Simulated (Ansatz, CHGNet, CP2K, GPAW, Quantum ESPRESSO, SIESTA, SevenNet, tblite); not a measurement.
# Which run comes nearest? Generalised stacking fault on (111) (glide set) of a Ge-Sn solid solution (48 atoms)

The cell holds 48 atoms: 34 Ge and 14 Sn. Its edges and angles: a = 8.334 Å, b = 7.218 Å, c = 20.806 Å, α = 90.0°, β = 80.4°, γ = 90.0°. Diamond-structure Ge lattice (a = 5.8932 Å, the value set for the mixture), cell with z along [111], 2 x 1 x 2 periods; the third cell vector is tilted by 0.833 of 1/2[1-10] and lengthened by 0.1 Å, so the cell holds one fault (glide set); displaced by a Gaussian of 0.01 Å; 14 of 48 Ge sites given to Sn at random (lattice constant by Vegard's rule between Ge and Sn). Then every atom was moved at random, 0.05 Å r.m.s. a Cartesian component.

Geometry: as built.

The reference, a calculation:

* method: Kohn-Sham DFT, PBE, PAW, plane waves (Ansatz 0.2.0); cutoff 420 eV, Γ point, fermi-dirac smearing of 0.05 eV; PAW set soft_2
* r.m.s. force component: 2.273 eV/Å
* longest force: 12.79 eV/Å
* pressure: 10.2 GPa
* SCF cycles: 11
* time: 28 s on 4 threads of Arm Neoverse V1, shared host
* CPU time: 1.7 min

Runs, in no order:
A. GPAW PBE, LCAO dzp, h 0.2 Å, other mixer settings: Kohn-Sham DFT, PBE, PAW, atomic orbitals (dzp)
B. QE PBE, sssp-1.3.0-efficiency, 45/360 Ry: Kohn-Sham DFT, PBE, SSSP efficiency 1.3.0 pseudopotentials, plane waves
C. GPAW PBE, plane waves 450 eV: Kohn-Sham DFT, PBE, PAW, plane waves
D. CP2K PBE+D3, DZVP-MOLOPT-SR, 350/50 Ry, diagonalisation: Kohn-Sham DFT, PBE+D3, GTH-PBE pseudopotentials, Gaussian and plane waves, DZVP-MOLOPT-SR-GTH, diagonalisation

Q: Order them from the smallest to the largest r.m.s. force difference.

B, C, A, D.

```
                                                       run  Δ force, r.m.s. (meV/Å)  share of r.m.s. force (%)  CPU time
               B. QE PBE, sssp-1.3.0-efficiency, 45/360 Ry                     7.69                      0.338    12 min
                           C. GPAW PBE, plane waves 450 eV                     39.4                       1.73   7.6 min
      A. GPAW PBE, LCAO dzp, h 0.2 Å, other mixer settings                      143                       6.27   3.6 min
D. CP2K PBE+D3, DZVP-MOLOPT-SR, 350/50 Ry, diagonalisation                      201                       8.83   3.2 min
```

The electronic-structure runs sample only Γ, in a cell whose shortest periodic width is 7 Å, which is coarse for a cell with partly filled levels.

[Logs are printed without paths, hosts, clocks, repeated set-up lines and the standing remarks that a program may print on its own settings, such as how far it seeks lower states.]

[Hosts, paths, dates, database ids (printed as entryN), source tags and the programs' standing remarks are cut or masked in the printed files.]
